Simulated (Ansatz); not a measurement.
# Sensitivity of the G0W0 gap of Cs2AgAsF6 (Fm-3m)

Aim: change settings of a G0W0 run on Cs2AgAsF6 (Fm-3m) and see what moves.

Method: G0W0 on PBE, plane waves, PAW; PAW set soft_1, in Ansatz 0.2.0.

In doubt: one-shot GW on d or f shells is unsure, so the values of those runs are not to be relied on.

## 1. The structure

Symmetry: Fm-3m, No. 225, cubic system. Conventional cell: a = 9.195 Å, b = 9.195 Å, c = 9.195 Å, α = 90.00°, β = 90.00°, γ = 90.00°. Nearest to Cs lie 12 F at 3.26 Å. Nearest to Ag lie 6 F at 2.51 Å. Nearest to As lie 6 F at 2.08 Å. Nearest to F lie 1 As at 2.08 Å and 1 Ag at 2.51 Å and 4 Cs at 3.26 Å. Farther neighbours and most contacts between anions are not listed.

The cell and positions are those that the Materials Project relaxed with its own functionals (PBE, PBE+U or r2SCAN), kept fixed. Spin-orbit coupling is left out unless a step names it.

## 2. The base run: 2×2×2 mesh, 495 empty bands, screening to 108 eV, PAW set soft_1 files

Now the one-shot GW correction: screening in the RPA, then the self-energy of the levels asked for. This step takes PAW set soft_1 files.

The input, input.yaml:

```yaml
crystal:
  lattice:
    - [0.0, 4.5976094258, 4.5976094258]
    - [4.5976094258, 0.0, 4.5976094258]
    - [4.5976094258, 4.5976094258, 0.0]
  atoms:
    - { symbol: Cs, position: [0.75, 0.75, 0.75] }
    - { symbol: Cs, position: [0.25, 0.25, 0.25] }
    - { symbol: Ag, position: [0.5, 0.5, 0.5] }
    - { symbol: As, position: [0.0, 0.0, 0.0] }
    - { symbol: F, position: [0.77327897, 0.22672103, 0.22672103] }
    - { symbol: F, position: [0.22672103, 0.22672103, 0.77327897] }
    - { symbol: F, position: [0.22672103, 0.77327897, 0.77327897] }
    - { symbol: F, position: [0.22672103, 0.77327897, 0.22672103] }
    - { symbol: F, position: [0.77327897, 0.22672103, 0.77327897] }
    - { symbol: F, position: [0.77327897, 0.77327897, 0.22672103] }
kpoints:
  mp_grid: { grid: [2, 2, 2] }
hamiltonian:
  xc: pbe
  pseudopotentials: { kind: paw, azcp: { folder: soft_1 } }
scf:
  occupations: { method: fixed }
gw:
  n_empty_bands: 495
  ecut_chi: 108
  qp_bands: [v3, c3]
  qp_kpoints: band_edges
  screening: { model: contour_deformation }
```

On the command line:

```bash
> ansatz run input.yaml --threads 2 --pin off --max-ram 92160MiB --backend cuda --events-out ev --progress --plain --runs-dir out --devices 1 --max-vram 13GiB
```

Numbers of over 12 decimals in the logs are rounded to 6 here.

What it wrote:

```text
GPUs: using 1 of 1 available (devices: 1).
Engine: ansatz 0.2.0, x86_64-unknown-linux-gnu
Pseudopotentials: kind: paw
Pseudopotential: Cs, paw, valence charge 9, recommended cutoff 420 eV (normal), soft_1/Cs.paw.azcp
Pseudopotential: Ag, paw, valence charge 19, recommended cutoff 420 eV (normal), soft_1/Ag.paw.azcp
Pseudopotential: As, paw, valence charge 15, recommended cutoff 420 eV (normal), soft_1/As.paw.azcp
Pseudopotential: F, paw, valence charge 7, recommended cutoff 420 eV (normal), soft_1/F.paw.azcp
Functional definition: PBE
  parameter kappa = 0.804
  parameter beta = 0.066725
  exchange = pbe_x(kappa = kappa, mu = beta*pi^2/3)
  correlation = pbe_c(beta = beta)
device memory: the entry about to start is reckoned to put 2.7 GiB on a device that reports 52.2 GiB free (of which the cap on the GPU budget leaves the run 13.0 GiB)
GPU FFT provider: cuFFT
GPU libraries: cuBLAS 13.8.2, cuFFT 12.4.0, cuSOLVER 12.3.4
Crystal: 10 atoms, lattice volume = 194.369 Å³
Basis set: ecut = 420 eV, 3839 PW (Γ)
Bands: 57, of which v1, the nominal top of the filled ones, is band 47 counted from 1 (46 counted from 0)
Symmetry: 48 space group operations
Space group: Fm-3m (ITA 225), of the structure as read, at distance tolerance 5.8e-5 Å
k-points: 3 of 8
Non-local potential: Cs, projectors of the file, l = 0: 3, l = 1: 2, l = 2: 2, l = 3: 2
Non-local potential: Ag, projectors of the file, l = 0: 3, l = 1: 2, l = 2: 2, l = 3: 1
Non-local potential: As, projectors of the file, l = 0: 2, l = 1: 2, l = 2: 3, l = 3: 1
Non-local potential: F, projectors of the file, l = 0: 2, l = 1: 2, l = 2: 1
PAW form: soft (Blöchl's): semilocal exchange-correlation on the pseudo side does not see the compensation charge
PAW one-centre angular grid: Cs, 194 points (default); XC on 64 Gauss nodes
PAW one-centre angular grid: Ag, 590 points (default); XC on 64 Gauss nodes
PAW one-centre angular grid: As, 590 points (default); XC on 64 Gauss nodes
PAW one-centre angular grid: F, 110 points (default); XC on 64 Gauss nodes
Initial density: superposition of atomic densities (chi_scale 0.1, normalization cell, long waves kept (reshape's long-wave potential 0.02 eV rms))
Initial wavefunctions: pseudopotential atomic-orbital guess
GPU buffer pool allocated for 91125 grid points (all kernels)
GPU transforms: local potential and band sums: pruned to the plane-wave sphere, on 45×45×45
Functional: x = pbe(κ = 0.804, μ = 0.219515), c = pbe(β = 0.066725)
SCF iter   1: F=—  HF=-28658.086114 eV  |F-HF|=—  |Δ(HF+E_count)|=         —  Δρ=1.66e-1  dr2=5.32e1  ethr=3.10e-3  ⟨swp⟩=4.7  Hψ=553  notcnv=0  defer=16
preconditioner: auto → Resta (q_TF=auto, 2.417 Å⁻¹)  ε∞=4.3  [insulator: Δε(μ)=1.523 eV  Ē_g=12.481 eV  n_scr=58 (ndim 8)  ℏωp=22.6 eV  f_vac=0.022  ε∞_Penn≈4.3]
[...]
NSCF: frozen V_eff on 1 k-points
device memory: the entry about to start is reckoned to put 1.2 GiB on a device that reports 44.7 GiB free (of which the cap on the GPU budget leaves the run 13.0 GiB)
NSCF: frozen V_eff on 1 k-points
SCF converged after 10 iterations
Free energy (F): -28643.765105 eV
Harris-Foulkes:  -28643.765105 eV  (|F-HF|=4.56e-8)
Internal energy: -28643.765105 eV  (E = F + TS)
E sigma→0 (E₀):  -28643.765105 eV
Fermi energy:    5.284977 eV
--- Per-component energies (eV) ---
  E_band       = -964.997838
  E_kinetic    = 2033.797330
  E_local      = -10487.667123  (includes V_loc(G=0)·N_el)
  E_nonlocal   = 211.079828
  E_hartree    = 4742.579758
  E_xc         = -1049.066309
  E_vxc        = -1140.214841  (∫ρ·V_xc dr)
  E_paw        = -17321.003789  (= ΣΔE_a)
  E_vpaw       = -1067.160786  (= ΣTr[D̂ρ^β])
  E_aug_tail   = 0.004467  (compensation charges beyond the density's cutoff)
  E_ewald      = -6773.489267
  E_smearing   = -0.000000  (= −TS)
  E_closure    = -0.000000  (closes the sum)
  Σ components = -28643.765105   (vs F -28643.765105, Δ=0.00e0)
--- Band table (eV) ---
  k-point 0: bands = [... 43 lower, 3.5161, 3.5161, 4.2104, 4.2104, 8.9579, 9.0243, 9.0243, 9.0243, ... 6 higher]
  k-point 1: bands = [... 43 lower, 3.5619, 3.9527, 3.9527, 4.2842, 7.7088, 9.9309, 9.9309, 11.0327, ... 6 higher]
  k-point 2: bands = [... 43 lower, 3.6264, 3.6264, 4.2126, 5.2850, 8.9342, 9.5234, 9.6876, 9.6876, ... 6 higher]
--- G₀W₀: contour deformation, 6 samples at zero and on the imaginary axis and 1 off it, 8 q-points, 495 empty bands' worth ---
  eigenvalues of the whole cell's RPA ε∞ on this k-mesh (on a slab, of 1 + 4πα/V) = 3.0505, 3.0505, 3.0505; static W/v taken at q = 0 is 0.327815
  bands read: the sum over 542 bands ends inside a degenerate multiplet in 1 slot, whose members it reads at an even weight; the widest, k=2: bands 542 to 543 (counted from 1) at 1/2 each
  gw.qp_kpoints: band_edges: 3 of 3 stored k-points solved, in 1 pass; an edge of the gap read off the rows below is read off those points alone
    ik  band        ε_KS         Σx   Σc(E_QP)       V_xc       Z   E_QP_lin       E_QP  E_QP is
     0    45      3.5161   -34.7919     5.3294   -27.9184  0.7386     1.8856     1.9721  root
     0    46      4.2104   -35.6410     5.2982   -28.9442  0.7438     2.7524     2.8117  root
     0    47      4.2104   -35.6410     5.2982   -28.9442  0.7438     2.7524     2.8117  root
     0    48      8.9579   -10.7934    -3.5556   -15.2821  0.7953     9.9137     9.8911  root
     0    49      9.0243   -10.0922    -3.5975   -14.6739  0.8025    10.0250    10.0085  root
     0    50      9.0243   -10.0922    -3.5975   -14.6739  0.8025    10.0250    10.0085  root
     1    45      3.9527   -35.1107     5.2691   -28.3950  0.7385     2.4424     2.5061  root
     1    46      3.9527   -35.1107     5.2691   -28.3950  0.7385     2.4424     2.5061  root
[...]
2    47      5.2850   -31.7522     3.9986   -26.8373  0.7592     4.3534     4.3688  root
     2    48      8.9342    -9.5180    -4.0394   -14.5292  0.7909     9.9376     9.9059  root
     2    49      9.5234   -12.1116    -3.4596   -16.6878  0.7903    10.6638    10.6401  root
     2    50      9.6876   -12.4516    -3.7401   -17.3715  0.7815    10.8970    10.8674  root
```

Elapsed: 14 s, on 1 × NVIDIA H100 80GB HBM3 (shared by 6 runs) with 2 threads of AMD EPYC 7R13 (Zen 3), shared host; peak memory 1.4 GiB; 13 s of CPU time.

Reading the cycles: dr2 is the Hartree energy of the density residual (eV), the measure of convergence; HF is the Harris–Foulkes estimate of the energy, which meets the free energy F at convergence.

Numbers from this step:

```
bands summed                                 : 542
RPA ε∞ on this mesh (eigenvalues)            : 3.051, 3.051, 3.051
plane waves in the screening matrix          : 531
q-points in the mesh                         : 8
G0W0 gap on the mesh                         : 4.210 eV
k of the valence top                         : 0, -0.5, -0.5
k of the conduction bottom                   : 0, 0, -0.5
starting gap on the mesh                     : 2.424 eV
Z at the valence top                         : 0.7592
Z at the conduction bottom                   : 0.8110
least direct G0W0 gap on the computed points : 5.101 eV
```

The gap on the mesh goes from 2.42 eV to 4.21 eV, a correction of +1.79 eV. Between the two edge states, bare exchange in place of the xc potential would open the gap by 9.68 eV, and correlation takes back 7.90 eV.

## 3. Variant: fewer bands

Edit input.yaml of step 2 so:

```diff
@@ -24,4 +24,4 @@
 gw:
-  n_empty_bands: 495
-  ecut_chi: 108
+  n_empty_bands: 88
+  ecut_chi: 60
   qp_bands: [v3, c3]
```

What it wrote:

```text
GPUs: using 1 of 1 available (devices: 1).
[...]
GPU FFT provider: cuFFT
GPU libraries: cuBLAS 13.8.2, cuFFT 12.4.0, cuSOLVER 12.3.4
Crystal: 10 atoms, lattice volume = 194.369 Å³
Basis set: ecut = 420 eV, 3839 PW (Γ)
Bands: 57, of which v1, the nominal top of the filled ones, is band 47 counted from 1 (46 counted from 0)
Symmetry: 48 space group operations
[...]
k-points: 3 of 8
[...]
GPU buffer pool allocated for 91125 grid points (all kernels)
[...]
SCF iter   1: F=—  HF=-28658.086114 eV  |F-HF|=—  |Δ(HF+E_count)|=         —  Δρ=1.66e-1  dr2=5.32e1  ethr=3.10e-3  ⟨swp⟩=4.7  Hψ=553  notcnv=0  defer=16
[...]
SCF iter  10: F=-28643.765105 eV  HF=-28643.765105 eV  |F-HF|=4.56e-8  |Δ(HF+E_count)|=   9.15e-7  Δρ=3.55e-6  dr2=3.31e-8  ethr=1.06e-10  ⟨swp⟩=10.7  Hψ=834  notcnv=0
SCF 1 converged in 10 iterations: F = -28643.765105 eV  dr2 = 3.31e-8
[...]
NSCF: frozen V_eff on 3 k-points
[...]
G₀W₀ screening: q 1/3
[... further progress lines ...]
[...]
SCF converged after 10 iterations
Free energy (F): -28643.765105 eV
[...]
Internal energy: -28643.765105 eV  (E = F + TS)
E sigma→0 (E₀):  -28643.765105 eV
Fermi energy:    5.284977 eV
[...]
--- Band table (eV) ---
  k-point 0: bands = [... 43 lower, 3.5161, 3.5161, 4.2104, 4.2104, 8.9579, 9.0243, 9.0243, 9.0243, ... 6 higher]
  k-point 1: bands = [... 43 lower, 3.5619, 3.9527, 3.9527, 4.2842, 7.7088, 9.9309, 9.9309, 11.0327, ... 6 higher]
  k-point 2: bands = [... 43 lower, 3.6264, 3.6264, 4.2126, 5.2850, 8.9342, 9.5234, 9.6876, 9.6876, ... 6 higher]
[...]
0    45      3.5161   -34.7919     5.6617   -27.9184  0.7379     2.2547     2.3044  root
     0    46      4.2104   -35.6410     5.5804   -28.9442  0.7441     3.0573     3.0939  root
     0    47      4.2104   -35.6410     5.5804   -28.9442  0.7441     3.0573     3.0939  root
     0    48      8.9579   -10.7934    -3.0619   -15.2821  0.7973    10.4118    10.3848  root
     0    49      9.0243   -10.0922    -3.0684   -14.6739  0.8052    10.5830    10.5376  root
     0    50      9.0243   -10.0922    -3.0684   -14.6739  0.8052    10.5830    10.5376  root
     1    45      3.9527   -35.1107     5.5793   -28.3950  0.7383     2.7723     2.8163  root
     1    46      3.9527   -35.1107     5.5793   -28.3950  0.7383     2.7723     2.8163  root
[...]
2    47      5.2850   -31.7522     4.2719   -26.8373  0.7623     4.6345     4.6420  root
     2    48      8.9342    -9.5180    -3.4487   -14.5292  0.7925    10.5295    10.4967  root
     2    49      9.5234   -12.1116    -2.9818   -16.6878  0.7935    11.1754    11.1178  root
     2    50      9.6876   -12.4516    -3.2040   -17.3715  0.7847    11.4811    11.4035  root
```

It took 8.6 s on 1 × NVIDIA H100 80GB HBM3 (shared by 6 runs) with 2 threads; peak memory 1.1 GiB; 7.6 s of CPU time.

Against the base:

```csv
setting,base,variant
empty bands,495,88
screening cutoff (eV),108,60
```

```csv
quantity,variant,base
starting gap on the mesh,2.424,2.424
G0W0 gap on the mesh,4.544,4.210
least direct G0W0 gap on the computed points,5.440,5.101
Z at the valence top,0.762,0.759
Z at the conduction bottom,0.813,0.811
```

## 4. Variant: other PAW set

This step: G0W0 on PBE, plane waves, PAW.

Edit input.yaml of step 3 so:

```diff
@@ -20,3 +20,3 @@
   xc: pbe
-  pseudopotentials: { kind: paw, azcp: { folder: soft_1 } }
+  pseudopotentials: { kind: paw, source: jth }
 scf:
@@ -24,4 +24,4 @@
 gw:
-  n_empty_bands: 88
-  ecut_chi: 60
+  n_empty_bands: 441
+  ecut_chi: 100
   qp_bands: [v3, c3]
```

What it wrote:

```text
Warning: <dir> the checks of this Cs dataset prove no rule for summing its radial tables, as where they were carried onto another mesh than they were made on, and Gregory's rule is taken, under which a leading mesh point left out moves its sums only by what lay on the interval it spanned. That does not make them correct, and they differ from Quantum ESPRESSO's on this file; a re-export a fraction of a mesh step off can move them. hamiltonian.pseudopotentials.radial_quadrature: simpson_from_first_knot sums it by `pw.x`'s rule; on a PAW file no value gives `pw.x`'s numbers. What more to know: hamiltonian.pseudopotentials.radial_quadrature, in the input reference
Warning: <dir> the checks of this Ag dataset prove no rule for summing its radial tables, as where they were carried onto another mesh than they were made on, and Gregory's rule is taken, under which a leading mesh point left out moves its sums only by what lay on the interval it spanned. That does not make them correct, and they differ from Quantum ESPRESSO's on this file; a re-export a fraction of a mesh step off can move them. hamiltonian.pseudopotentials.radial_quadrature: simpson_from_first_knot sums it by `pw.x`'s rule; on a PAW file no value gives `pw.x`'s numbers. What more to know: hamiltonian.pseudopotentials.radial_quadrature, in the input reference
[...]
SCF 1 converged in 10 iterations: F = -25857.344169 eV  dr2 = 1.10e-8
[...]
G₀W₀ screening: q 1/3
[... further progress lines ...]
[...]
SCF converged after 10 iterations
Free energy (F): -25857.344169 eV
[...]
Internal energy: -25857.344169 eV  (E = F + TS)
E sigma→0 (E₀):  -25857.344169 eV
Fermi energy:    5.024705 eV
[...]
--- Band table (eV) ---
  k-point 0: bands = [... 39 lower, 3.2621, 3.2621, 3.9579, 3.9579, 8.6934, 8.7512, 8.7512, 8.7512, ... 6 higher]
  k-point 1: bands = [... 39 lower, 3.3078, 3.6996, 3.6996, 4.0165, 7.4386, 9.6607, 9.6607, 10.7698, ... 6 higher]
  k-point 2: bands = [... 39 lower, 3.3721, 3.3721, 3.9601, 5.0247, 8.6669, 9.2517, 9.4188, 9.4188, ... 6 higher]
[...]
0    41      3.2621   -34.7922     5.4149   -27.9139  0.7398     1.7211     1.7988  root
     0    42      3.9579   -35.6535     5.3804   -28.9511  0.7451     2.5816     2.6359  root
     0    43      3.9579   -35.6535     5.3804   -28.9511  0.7451     2.5816     2.6359  root
     0    44      8.6934   -10.7785    -3.4616   -15.2576  0.7954     9.7420     9.7109  root
     0    45      8.7512   -10.0627    -3.5410   -14.6434  0.8023     9.8096     9.7909  root
     0    46      8.7512   -10.0627    -3.5410   -14.6434  0.8023     9.8096     9.7909  root
     1    41      3.6996   -35.1127     5.3510   -28.3926  0.7397     2.2743     2.3305  root
     1    42      3.6996   -35.1127     5.3510   -28.3926  0.7397     2.2743     2.3305  root
[...]
2    43      5.0247   -31.7787     4.0833   -26.8513  0.7600     4.1677     4.1807  root
     2    44      8.6669    -9.5160    -3.9249   -14.5139  0.7914     9.7884     9.7398  root
     2    45      9.2517   -12.0834    -3.4049   -16.6569  0.7900    10.4470    10.4204  root
     2    46      9.4188   -12.4376    -3.6775   -17.3562  0.7810    10.6936    10.6598  root
```

The job ended after 20 s (1 × NVIDIA H100 80GB HBM3 (shared by 6 runs) with 2 threads; peak memory 2.6 GiB).

The G0W0 gap on the mesh is 4.229 eV.

Against the base:

```csv
setting,base,variant
files,PAW set soft_1,JTH PAW
empty bands,495,441
screening cutoff (eV),108,100
```

```csv
quantity,variant,base
starting gap on the mesh,2.414,2.424
G0W0 gap on the mesh,4.229,4.210
least direct G0W0 gap on the computed points,5.136,5.101
Z at the valence top,0.760,0.759
Z at the conduction bottom,0.811,0.811
```

## 5. What came out

| Item | Value |
| --- | --- |
| base | 4.21 eV, 14 s |
| fewer bands | 4.54 eV, 8.6 s |
| other PAW set | 4.23 eV, 20 s |

What this shows: Fewer bands: the gap moves by +0.33 eV; such settings are too crude to quote. The variant differs from the base in empty bands and screening cutoff together, so the change can't be laid to one of them. Other PAW set: the gap moves by +0.02 eV (the plane-wave cutoff goes from 420 to 1500 eV). The variant differs from the base in files, empty bands and screening cutoff together, so the change can't be laid to one of them. All runs here use a coarse mesh and modest cutoffs; they test settings and are not final values. The 2×2×2 mesh is coarse for this cell (its supercell is 13 Å along the shortest edge). The RPA ε∞ on it, from the PBE start, is 3.05; such meshes misread the long-range screening, most where the gap is narrow. A d shell, filled or nearly so, lies near the gap. One-shot GW converges very slowly in bands there, not always from below, and on a semilocal start the gap tends to come out low; starts rich in exact exchange can overshoot instead. The many-body steps are scalar-relativistic: spin-orbit coupling is not in them.

[Paths, hosts, dates, memory and timing lines, banners, echoed tables and standing remarks are left out of the program output.]

[Logs are printed without paths, hosts, clocks, repeated set-up lines and the standing remarks that a program may print on its own settings, such as how far it seeks lower states.]

[Runs of the session that timed out or met a known fault of the program may be left out.]

[Cells called generated may have been cut or substituted from an entry of the Crystallography Open Database or the Materials Project.]

[Hosts, paths, dates, database ids (printed as entryN), source tags and the programs' standing remarks are cut or masked in the printed files.]
